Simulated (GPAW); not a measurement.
# How Si2Ni absorbs and reflects light

Aim: the dielectric function of Si2Ni, and the optical constants that follow from it.

Calculated with GPAW 26.7.0; DFT, PBE, plane-wave PAW (GPAW data sets), scalar-relativistic, RPA, optical limit.

### 1. The starting structure

It takes space group Fm-3m (No. 225, cubic). Conventional cell: a = 5.406 Å, b = 5.406 Å, c = 5.406 Å, α = 90.00°, β = 90.00°, γ = 90.00°. Nearest to Ni lie 8 Si at 2.34 Å. Si has 4 Ni at 2.34 Å nearest. Farther neighbours are not listed.

As a file:

```cif
data_structure
_symmetry_space_group_name_H-M 'P 1'
_symmetry_Int_Tables_number 1
_cell_length_a 3.8226
_cell_length_b 3.8226
_cell_length_c 3.8226
_cell_angle_alpha 60.000
_cell_angle_beta 60.000
_cell_angle_gamma 60.000
_cell_volume 39.50
loop_
_atom_site_label
_atom_site_type_symbol
_atom_site_fract_x
_atom_site_fract_y
_atom_site_fract_z
_atom_site_occupancy
Ni1 Ni 0.00000 0.00000 0.00000 1
Si2 Si 0.75000 0.75000 0.75000 1
Si3 Si 0.25000 0.25000 0.25000 1
```

### 2. Bands for the response

At the fixed density, many empty bands are solved on the mesh of the response, since the spectrum sums over them.

This step: DFT, PBE, plane-wave PAW (GPAW data sets), scalar-relativistic, bands at fixed density (GPAW 26.7.0).

File nscf.py:

```python
from ase.dft.bandgap import bandgap
from gpaw import GPAW, FermiDirac

calc = GPAW('gs.gpw').fixed_density(kpts={'size': (14, 14, 14), 'gamma': True}, nbands=39, convergence={'bands': 33},
                                    occupations=FermiDirac(0.05), txt='nscf.txt')
print('gap (eV)', bandgap(calc, output=None)[0])
print('direct gap (eV)', bandgap(calc, direct=True, output=None)[0])
print('top band over the Fermi level (eV)', min(calc.get_eigenvalues(kpt=k)[32] for k in range(len(calc.get_ibz_k_points()))) - calc.get_fermi_level())
calc.write('full.gpw', mode='all')
```

Command:

```bash
OMP_NUM_THREADS=1 python nscf.py
```

Numbers of over 12 decimals in the logs are rounded to 6 here.

Output:

```text
Diagonalizing LCAO Hamiltonian
Converting LCAO to pw mode
convergence criteria:
- Maximum integral of absolute [eigenst]ate change: 4e-08 eV^2 / valence electron
maximum number of iterations: 150

SCF iterations
|iter     |      energy | eigst |  dens |
|iter:   1||             | +3.09 |       |
|iter:   2||             | +1.61 |       |
|iter:   3||             | +0.81 |       |
|iter:   4||             | +0.15 |       |
|iter:   5||             | -0.43 |       |
|iter:   6||             | -1.01 |       |
|iter:   7||             | -1.55 |       |
|iter:   8||             | -2.10 |       |
|iter:   9||             | -2.65 |       |
|iter:  10||             | -3.24 |       |
|iter:  11||             | -3.83 |       |
|iter:  12||             | -4.41 |       |
|iter:  13||             | -4.97 |       |
|iter:  14||             | -5.53 |       |
|iter:  15||             | -6.08 |       |
|iter:  16||             | -6.60 |       |
|iter:  17||             | -7.08 |       |
|iter:  18||             | -7.51c|       |
SCF steps: 18
  __  _  _
 | _ |_)|_||  |
 |__||  | ||/\| - 26.7.0

Versions:
  Python: 3.12.14
  ASE:    3.29.0
  Numpy:  2.5.5
  Scipy:  1.18.1
  Libxc:  7.0.0

Input parameters:
  mode=PW(ecut=500.0),
  convergence={'bands': 33},
  gpts=array([20, 20, 20]),
  kpts=MonkhorstPack(size=(14, 14, 14), gamma=True),
  maxiter=150,
  nbands=39,
  occupations=Occupations(name='fermi-dirac', width=0.05, fixmagmom=False),
  parallel={},
  xc=XC(name='PBE')

--- standard output ---
gap (eV) 0.0
direct gap (eV) 0.0
top band over the Fermi level (eV) 24.683200
```

It took 1.8 min on 1 thread of Arm Neoverse V1, shared host; peak memory 0.23 GiB.

This run has no spin polarisation, although Ni can carry a moment.

### 3. Dielectric function, RPA

Local fields let the induced charge screen the field inside the cell, which as a rule lowers ε, most along directions where the density is uneven.

This step: DFT, PBE, plane-wave PAW (GPAW data sets), scalar-relativistic, RPA, optical limit (GPAW 26.7.0).

File df.py:

```python
from gpaw.response.df import DielectricFunction

df = DielectricFunction('full.gpw', frequencies={'type': 'nonlinear', 'domega0': 0.03, 'omega2': 8},
                        ecut=50,
                        eta=0.15,
                        nbands=33,
                        rate=0.05,
                        txt='df.txt')
for direction in ['x']:
    df.get_dielectric_function(xc='RPA', direction=direction, filename=f'df_{direction}.csv')
```

Command:

```bash
OMP_NUM_THREADS=1 python df.py
```

Output:

```text
Using integrator: PointIntegrator
NonLinearFrequencyDescriptor(from 0.000 to 94.979 eV, 536 points)
Nonperiodic BCs:  [False False False]
Using integrator: PointIntegrator
NonLinearFrequencyDescriptor(from 0.000 to 94.979 eV, 536 points)
Nonperiodic BCs:  [False False False]
Using integrator: PointIntegrator

Calculating chi0 body with:
    Ground state adapter containing:
    Number of spins: 1
    Number of kpoints: 2744
    Number of irreducible kpoints: 104
    Number of completely occupied states: 9
    Number of partially occupied states: 13

    Linear response parametrization:
    q_c: [0.0, 0.0, 0.0]
    Number of frequency points: 536
    Planewave cutoff: 50.0
    Number of bands: 33
    Number of planewaves: 27
    Broadening (eta): 0.15

Integrating chi0 body.

Symmetries of q_c:
    Direct symmetries (Uq -> q): 48
    Indirect symmetries (TUq -> q): 0
In total 48 allowed symmetries.

104 groups of equivalent kpoints. 96.209913% reduction.

Integral kind: spectral function

Calculating chi0 optical extensions with:
    Ground state adapter containing:
    Number of spins: 1
    Number of kpoints: 2744
    Number of irreducible kpoints: 104
    Number of completely occupied states: 9
    Number of partially occupied states: 13

    Linear response parametrization:
    Number of frequency points: 536
    Planewave cutoff: 50.0
    Number of bands: 33
    Number of planewaves: 27
    Broadening (eta): 0.15
Integrating chi0 head and wings.

Symmetries of q_c:
    Direct symmetries (Uq -> q): 48
    Indirect symmetries (TUq -> q): 0
In total 48 allowed symmetries.

104 groups of equivalent kpoints. 96.209913% reduction.

Integral kind: spectral function wings

Calculating drude chi0 with:
    Number of frequency points:536
    Plasma frequency decay rate: 0.05 eV

    Ground state adapter containing:
    Number of spins: 1
    Number of kpoints: 2744
    Number of irreducible kpoints: 104
    Number of completely occupied states: 9
    Number of partially occupied states: 13

Symmetries of q_c:
    Direct symmetries (Uq -> q): 48
    Indirect symmetries (TUq -> q): 0
In total 48 allowed symmetries.

104 groups of equivalent kpoints. 96.209913% reduction.

Integral kind: intraband
Plasma frequency:
[[4.6+0.j 0. +0.j 0. +0.j]
 [0. -0.j 4.6+0.j 0. +0.j]
 [0. +0.j 0. +0.j 4.6+0.j]]
```

The job ended after 14 s (1 thread; peak memory 0.24 GiB).

Some rows of df_x.csv (energy; Re and Im without local fields; Re and Im with them):

```text
0.000000, 8538.463712, 0.000000, 8537.954970, 0.000000
0.460735, -55.298503, 73.905350, -55.758331, 73.901826
0.943989, -12.522382, 19.174254, -13.068583, 19.182102
1.451455, 7.860260, 11.482536, 7.045005, 11.294405
1.984998, 12.522886, 14.766271, 11.686065, 14.246909
2.546682, 10.371727, 22.392714, 9.968454, 21.305381
3.138794, -3.305740, 18.933406, -3.037961, 18.495147
3.763875, -0.862565, 11.980240, -0.756125, 11.616433
4.424758, 1.416097, 11.595512, 1.495266, 11.191512
5.124608, -2.608394, 13.276762, -2.275660, 12.983699
5.866977, -2.953582, 11.289612, -2.582278, 11.073578
6.655862, -5.468687, 6.835721, -5.435171, 6.771422
7.495775, -4.457650, 5.070818, -4.343313, 5.042099
8.391833, -3.709933, 3.537057, -3.593914, 3.499836
9.349861, -3.166441, 2.344072, -3.076782, 2.313335
10.376517, -2.422250, 1.622459, -2.337363, 1.628376
11.479449, -1.731365, 1.212913, -1.673969, 1.225811
12.667487, -1.400817, 0.815241, -1.370554, 0.820158
13.950874, -1.001490, 0.582200, -0.969503, 0.608167
```

Sum at mesh points, not converged in k. Table of Im ε, E ∥ x by photon energy; read off at these points:

photon energy (eV), Im ε, E ∥ x and a bar:
```
     0.50       71.0 ##############################
     1.00       17.7 #######
     1.50       12.3 #####
     2.00       14.4 ######
     2.50       20.5 ########
     2.74       24.2 ##########
     3.00       22.7 #########
     3.50       13.6 ######
     4.00       11.5 #####
     4.50       11.5 #####
     5.00       13.5 #####
     5.50       10.7 ####
     6.00       11.1 ####
     6.50        7.7 ###
     7.00        6.0 ##
     7.50        5.0 ##
     8.00        3.8 #
     8.50        3.5 #
     9.00        2.7 #
     9.50        2.2 #
    10.00        2.0 #
    10.50        1.7 
    11.00        1.3 
    11.50        1.2 
    12.00        1.1 
    12.50        0.9 
    13.00        0.8 
    13.50        0.7
```

Values under 1 per cm are given as 1; sum at mesh points, not converged in k. The absorption coefficient, E ∥ x by photon energy:

| photon energy (eV) | absorption coefficient, E ∥ x (1/cm) |
| --- | --- |
| 0.492 | 4.2e5 |
| 1.010 | 4.0e5 |
| 1.486 | 2.7e5 |
| 1.985 | 3.7e5 |
| 2.508 | 6.5e5 |
| 3.018 | 1.1e6 |
| 3.510 | 1.0e6 |
| 3.980 | 9.8e5 |
| 4.516 | 1.0e6 |
| 4.981 | 1.4e6 |
| 5.515 | 1.5e6 |
| 6.021 | 1.7e6 |
| 6.494 | 1.8e6 |
| 6.985 | 1.8e6 |
| 7.496 | 1.8e6 |
| 8.026 | 1.8e6 |
| 8.516 | 1.8e6 |
| 9.023 | 1.8e6 |
| 9.483 | 1.7e6 |
| 10.026 | 1.7e6 |
| 10.519 | 1.7e6 |
| 11.029 | 1.7e6 |
| 11.479 | 1.6e6 |
| 12.023 | 1.6e6 |
| 12.504 | 1.6e6 |
| 13.000 | 1.5e6 |
| 13.512 | 1.5e6 |

Sum at mesh points, not converged in k. Table of loss function −Im 1/ε at q → 0, E ∥ x by energy loss; read off at these points:

energy loss (eV), loss function −Im 1/ε at q → 0, E ∥ x and a bar:
```
     0.50      0.009 
     1.00      0.041 ##
     1.31      0.092 ######
     1.50      0.057 ###
     2.00      0.041 ##
     2.50      0.039 ##
     3.00      0.044 ##
     3.50      0.070 ####
     4.00      0.087 #####
     4.50      0.085 #####
     5.00      0.073 #####
     5.50      0.087 #####
     6.00      0.081 #####
     6.50      0.083 #####
     7.00      0.102 #######
     7.50      0.114 #######
     8.00      0.125 ########
     8.50      0.140 #########
     9.00      0.146 ##########
     9.50      0.166 ###########
    10.00      0.188 #############
    10.50      0.213 ##############
    11.00      0.227 ###############
    11.50      0.287 ###################
    12.00      0.283 ###################
    12.50      0.298 ####################
    13.00      0.370 #########################
    13.50      0.437 ##############################
```

Sum at mesh points, not converged in k. The Im ε, E ∥ x by photon energy; read off at these points:

| photon energy (eV) | without local fields | with local fields |
| --- | --- | --- |
| 0.50 | 71.0 | 71.0 |
| 1.00 | 17.7 | 17.7 |
| 1.50 | 12.6 | 12.3 |
| 2.00 | 14.9 | 14.4 |
| 2.50 | 21.6 | 20.5 |
| 2.74 | 25.4 | 24.2 |
| 3.00 | 23.4 | 22.7 |
| 3.50 | 14.0 | 13.6 |
| 4.00 | 11.8 | 11.5 |
| 4.50 | 11.9 | 11.5 |
| 5.00 | 13.8 | 13.5 |
| 5.50 | 10.8 | 10.7 |
| 6.00 | 11.2 | 11.1 |
| 6.50 | 7.68 | 7.73 |
| 7.00 | 6.04 | 5.96 |
| 7.50 | 5.07 | 5.04 |
| 8.00 | 3.85 | 3.81 |
| 8.50 | 3.50 | 3.46 |
| 9.00 | 2.78 | 2.74 |
| 9.50 | 2.25 | 2.21 |
| 10.00 | 1.96 | 1.95 |
| 10.50 | 1.65 | 1.65 |
| 11.00 | 1.29 | 1.33 |
| 11.50 | 1.22 | 1.23 |
| 12.00 | 1.09 | 1.12 |
| 12.50 | 0.847 | 0.867 |
| 13.00 | 0.751 | 0.757 |
| 13.50 | 0.683 | 0.699 |

Sum at mesh points, not converged in k. Reflectivity at normal incidence, E ∥ x against photon energy; read off at these points:

| photon energy (eV) | reflectivity at normal incidence, E ∥ x (%) |
| --- | --- |
| 0.500 | 83.0 |
| 0.750 | 80.0 |
| 1.000 | 66.1 |
| 1.250 | 45.6 |
| 1.500 | 39.9 |
| 1.750 | 41.7 |
| 2.000 | 43.1 |
| 2.250 | 48.3 |
| 2.500 | 49.3 |
| 2.750 | 53.7 |
| 3.000 | 56.5 |
| 3.058 | 56.8 |
| 3.250 | 53.5 |
| 3.500 | 52.0 |
| 3.750 | 46.4 |
| 4.000 | 45.0 |
| 4.250 | 41.7 |
| 4.500 | 41.9 |
| 4.750 | 46.0 |
| 5.000 | 49.2 |
| 5.250 | 50.9 |
| 5.500 | 50.0 |
| 5.750 | 47.9 |
| 6.000 | 52.2 |
| 6.250 | 56.3 |
| 6.500 | 58.7 |
| 6.750 | 57.0 |
| 7.000 | 56.6 |
| 7.250 | 56.2 |
| 7.500 | 56.1 |
| 7.750 | 58.8 |
| 7.847 | 59.4 |
| 8.000 | 57.7 |
| 8.250 | 56.7 |
| 8.500 | 56.1 |
| 8.750 | 58.5 |
| 9.000 | 58.4 |
| 9.250 | 59.2 |
| 9.500 | 58.4 |
| 9.750 | 57.9 |
| 10.000 | 57.3 |
| 10.250 | 59.2 |
| 10.500 | 56.9 |
| 10.750 | 59.0 |
| 11.000 | 58.7 |
| 11.250 | 57.8 |
| 11.500 | 54.7 |
| 11.750 | 53.5 |
| 12.000 | 56.5 |
| 12.250 | 57.2 |
| 12.500 | 59.5 |
| 12.750 | 58.7 |
| 13.000 | 57.4 |
| 13.250 | 55.9 |
| 13.500 | 55.4 |
| 13.750 | 55.5 |

From ε follow the optical constants at some laser and lamp lines:

| wavelength (nm) | n | k | R (%) | 1/α |
| --- | --- | --- | --- | --- |
| 1550 | 2.21 | 5.392 | 77.5 | 23 nm |
| 1064 | 2.15 | 2.958 | 53.9 | 29 nm |
| 633 | 3.84 | 1.830 | 42.6 | 28 nm |
| 532 | 4.10 | 2.471 | 48.9 | 17 nm |
| 308 | 2.36 | 2.414 | 44.9 | 10 nm |
| 248 | 2.48 | 2.720 | 49.2 | 7.3 nm |
| 193 | 1.47 | 2.840 | 58.5 | 5.4 nm |

In reflection the computed colour is faintly blue: x = 0.297, y = 0.316, luminous reflectivity 47 %.

### 4. Outcome

What this shows: At this level (PBE, RPA) Si2Ni is a metal. The mesh is too coarse to trust the carriers' weight, the reflectivity or the colour to better than tens of per cent. In reflection the computed colour is faintly blue: x = 0.297, y = 0.316, luminous reflectivity 47 %. The carriers' damping of 0.05 eV is typed, not computed; it shapes the response at the lowest energies. The run has no spin polarisation; magnetic order or correlation, untested here, could change the spectrum. In this version of GPAW the matrix elements of the optical limit are incomplete, which can lower ε − 1 by up to a tenth where first-row anions or d states rule, and shift it by more in d metals. GPAW's carrier term has the form −ωp²/(ω + i·rate)², which damps like twice the rate and fails at low energy, so the curves leave the lowest energies out. The sum runs over mesh points 0.14 Å⁻¹ apart with no interpolation, so peaks are partly noise of the mesh, and the Drude plasma energy, a sum over the Fermi surface, isn't converged.

[Machine, clock and banner lines and Python warnings are left out of the logs.]

[Logs are printed without paths, hosts, clocks, repeated set-up lines and the standing remarks that a program may print on its own settings, such as how far it seeks lower states.]

[Hosts, paths, dates, database ids (printed as entryN), source tags and the programs' standing remarks are cut or masked in the printed files.]
